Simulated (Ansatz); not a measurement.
In doubt: masses and optical values from hybrid runs of this build are listed as unsure, which bears on the screening that GW takes from such a start.

Rows from a G0W0 calculation on Diamond (Fd-3m, 2 atoms a cell) (Ansatz 0.2.0; G0W0 on PBE0, plane waves, PAW; 12×12×12 mesh, 101 empty bands, screening to 250 eV, hard PAW files), in eV. Spin-orbit coupling is left out.

| row | k | band | start | Σx | Σc at the solution | Vxc |
| --- | --- | --- | --- | --- | --- | --- |
| A | (0.000, 0.333, 0.333) | c1 | 18.439 | -9.583 | -4.685 | -14.138 |
| B | Γ | c1 | 20.078 | -10.141 | -4.896 | -15.129 |
| C | (0.000, 0.333, 0.333) | c2 | 22.170 | -7.707 | -5.289 | -12.796 |
| D | (0.000, 0.333, 0.333) | v1 | 6.561 | -20.928 | 2.747 | -18.024 |
| E | Γ | v1 | 12.378 | -20.138 | 1.293 | -18.654 |

Q: Give the quasiparticle energies and the shift of each level.

The quasiparticle equation reads E = start + Σx + Σc(E) − Vxc.

| row | E (eV) | shift (eV) |
| --- | --- | --- |
| A | 18.309 | −0.130 |
| B | 20.170 | +0.092 |
| C | 21.970 | −0.200 |
| D | 6.404 | −0.157 |
| E | 12.188 | −0.191 |

Limits: not at the basis limit.

[Runs of the session that timed out or met a known fault of the program may be left out.]

[Cells called generated may have been cut or substituted from an entry of the Crystallography Open Database or the Materials Project.]

[Hosts, paths, dates, database ids (printed as entryN), source tags and the programs' standing remarks are cut or masked in the printed files.]
